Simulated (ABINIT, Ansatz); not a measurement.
# A GW run on LiGeN (P6_3mc) in ABINIT, with inputs changed

A base run on LiGeN (P6_3mc), then changed inputs.

Main program and level: ABINIT 10.8.3; PBE and many-body steps on it, plane waves.

Report form: the programs' logs are mostly left out.

### Step 1. Set-up

Symmetry: P6_3mc, No. 186, hexagonal system. Conventional cell: a = 3.012 Å, b = 3.012 Å, c = 9.419 Å, α = 90.00°, β = 90.00°, γ = 120.00°. Nearest to Li lie 3 N at 2.18 Å. Nearest to Ge lie 3 N at 2.00 Å. Nearest to N lie 3 Ge at 2.00 Å and 3 Li at 2.18 Å. Farther neighbours and most contacts between anions are not listed.

As a file:

```cif
data_structure
_symmetry_space_group_name_H-M 'P 1'
_symmetry_Int_Tables_number 1
_cell_length_a 3.0124
_cell_length_b 3.0124
_cell_length_c 9.4195
_cell_angle_alpha 90.000
_cell_angle_beta 90.000
_cell_angle_gamma 120.000
_cell_volume 74.03
loop_
_atom_site_label
_atom_site_type_symbol
_atom_site_fract_x
_atom_site_fract_y
_atom_site_fract_z
_atom_site_occupancy
Li1 Li 0.66667 0.33333 0.74339 1
Li2 Li 0.33333 0.66667 0.24339 1
Ge3 Ge 0.00000 0.00000 0.49802 1
Ge4 Ge 0.00000 0.00000 0.99802 1
N5 N 0.33333 0.66667 0.60322 1
N6 N 0.66667 0.33333 0.10322 1
```

The cell and positions are those that the Materials Project relaxed with its own functionals (PBE, PBE+U or r2SCAN), kept fixed.

### Step 2. Screening, 3×3×1 mesh, 71 bands, screening to 114.3 eV

This step: ABINIT 10.8.3; RPA screening on PBE, plane waves, norm-conserving pseudopotentials.

The RPA dielectric matrix is built and inverted for each q.

Contents of run.abi:

```
acell 3*1.0 Angstrom
rprim 
  3.012408535488 -0.000000000022 0.000000000000
  -1.506204267725 2.608822318321 0.000000000000
  0.000000000000 0.000000000000 9.419459000000
ntypat 3
znucl 3 32 7
natom 6
typat 1 1 2 2 3 3
xred 
  0.666666666667 0.333333333333 0.743392000000
  0.333333333333 0.666666666667 0.243392000000
  -0.000000000000 -0.000000000000 0.498023000000
  -0.000000000000 -0.000000000000 0.998023000000
  0.333333333333 0.666666666667 0.603223000000
  0.666666666667 0.333333333333 0.103223000000
pp_dirpath "pseudos"
pseudos "Li.upf, Ge.upf, N.upf"
ecut 36
ngkpt 3 3 1
nshiftk 1
shiftk 0 0 0
kptopt 1
chksymbreak 0
istwfk *1
occopt 1
irdwfk 1
optdriver 3
nband 71
ecuteps 4.2
inclvkb 2
awtr 1
symchi 1
indata_prefix "in"
outdata_prefix "out"
tmpdata_prefix "tmp"
```

Started as:

```sh
> OMP_NUM_THREADS=1 mpirun -n 4 abinit run.abi > log
```

The job ended after 6.8 s (4 MPI ranks of Arm Neoverse V2, shared host; peak memory 0.65 GiB).

Numbers from this step:

```
ε∞ with local fields, on this mesh, along the program's q direction : 11.97
the same without local fields                                       : 13.52
plasma frequency                                                    : 28.63 eV
plane waves in the screening matrix                                 : 215
```

Local fields lower ε∞ by 11 %. On a Γ-centred mesh this coarse the value itself is usually too large, while a short band sum pulls it down.

### Step 3. Base

The self-energy is evaluated for the states that the input lists, and the levels follow from it, in one-shot runs by the linearised quasiparticle equation.

This step: G0W0 on PBE, plane waves, norm-conserving pseudopotentials.

Changes to run.abi since step 2:

```diff
@@ -27,8 +27,17 @@
 irdwfk 1
-optdriver 3
+optdriver 4
 nband 71
+gwcalctyp 0
+ecutsigx 36
+symsigma 1
+nkptgw 2
+kptgw 
+  0.3333333333 0.3333333333 0.0000000000
+  0.0000000000 0.0000000000 0.0000000000
+bdgw 
+  21 24
+  18 24
 ecuteps 4.2
-inclvkb 2
-awtr 1
-symchi 1
+irdscr 1
+ppmodel 1
 indata_prefix "in"
```

Wall time 4.9 s (4 MPI ranks); peak memory 0.43 GiB; 19 s of CPU time.

This step gave:

```
G0W0 gap on the points computed              : 3.289 eV
starting gap on the mesh                     : 2.611 eV
k of the valence top                         : 0, 0, 0
k of the conduction bottom                   : 0.3333, 0.3333, 0
Z at the valence top                         : 0.77
Z at the conduction bottom                   : 0.8
least direct G0W0 gap on the computed points : 3.304 eV
```

The gap on the mesh goes from 2.61 eV to 3.29 eV, a correction of +0.68 eV.

### Step 4. No symmetry in the self-energy

Changes to run.abi since step 3:

```diff
@@ -31,3 +31,3 @@
 ecutsigx 36
-symsigma 1
+symsigma 0
 nkptgw 2
```

Elapsed: 7.3 s, on 4 MPI ranks; peak memory 0.51 GiB.

This step gave:

```yaml
g0w0_gap_on_the_points_computed: 3.289 eV
starting_gap_on_the_mesh: 2.611 eV
k_of_the_valence_top: 0, 0, 0
k_of_the_conduction_bottom: 0.3333, 0.3333, 0
z_at_the_valence_top: 0.77
z_at_the_conduction_bottom: 0.8
least_direct_g0w0_gap_on_the_computed_points: 3.304 eV
```

Against G0W0 in ABINIT (3×3×1 mesh, 71 bands, screening to 114.3 eV, Godby-Needs plasmon pole), the gap moves by +0.000 eV.

### Step 5. Contour deformation on a plasmon-pole file

Changes to run.abi since step 4:

```diff
@@ -29,5 +29,5 @@
 nband 71
-gwcalctyp 0
+gwcalctyp 2
 ecutsigx 36
-symsigma 0
+symsigma 1
 nkptgw 2
@@ -41,3 +41,2 @@
 irdscr 1
-ppmodel 1
 indata_prefix "in"
```

Wall time 3.5 s (4 MPI ranks); peak memory 0.43 GiB.

The run stopped with an error after 3.5 s.

The fault put into this input: contour deformation on a plasmon-pole file.

### Step 6. The runs together

Times are wall times on 4 MPI ranks of Arm Neoverse V2, shared host, good to a factor of about two. A run's time includes the screening step that it read.

| run | mesh | bands | screening cutoff (eV) | DFT gap (eV) | gap on the mesh (eV) | direct (eV) | ε∞ used | time |
| --- | --- | --- | --- | --- | --- | --- | --- | --- |
| base | 3×3×1 | 71 | 114.3 | 2.611 | 3.289 | 3.304 | 11.97 | 12 s |
| no symmetry in the self-energy | 3×3×1 | 71 | 114.3 | 2.611 | 3.289 | 3.304 | 11.97 | 14 s |

### Step 7. What came out

```json
{
  "base": "3.289 eV",
  "no symmetry in the self-energy": "3.289 eV",
  "known limits": "not at the basis limit; exchange with frozen shells missing; no spin-orbit coupling; coarse k mesh"
}
```

In words: No symmetry in the self-energy: no change against base (keys changed: symsigma). Bands and cutoff are finite, so the gap is not at the basis limit. The miss can reach some tenths of an eV and take either sign; the mesh is an error of its own. In the G0W0 runs levels were corrected at 2 k points alone, so a gap called «on the mesh» is the least over those, and an edge elsewhere would be missed. A denser mesh or path gives a starting gap of 1.45 eV: the GW mesh misses a band edge, so its gaps are not the fundamental one. The 3×3×1 mesh is coarse for this cell, which bears on the long-range parts of exchange and screening. The norm-conserving file of at least one element keeps a d shell over frozen s and p shells of the same row. Exchange with those shells is missing from the self-energy, an error of 0.3 to 0.9 eV in cases checked, whose sign depends on which edge lies on those atoms. The many-body steps are scalar-relativistic: spin-orbit coupling is not in them.

[Paths, hosts, dates, memory and timing lines, banners, echoed tables and standing remarks are left out of the program output.]

[Logs are printed without paths, hosts, clocks, repeated set-up lines and the standing remarks that a program may print on its own settings, such as how far it seeks lower states.]

[Runs of the session that timed out or met a known fault of the program may be left out.]

[Hosts, paths, dates, database ids (printed as entryN), source tags and the programs' standing remarks are cut or masked in the printed files.]

[G0W0 gaps are taken among the corrected bands and points alone; a level outside them can change the order at an edge.]

[Where Ansatz stands beside ABINIT at settings called matched, ABINIT's density can come from a denser mesh and the files from another edition; pairs whose starting gaps differed by over 0.03 eV were left out, so agreement reads better than it is.]
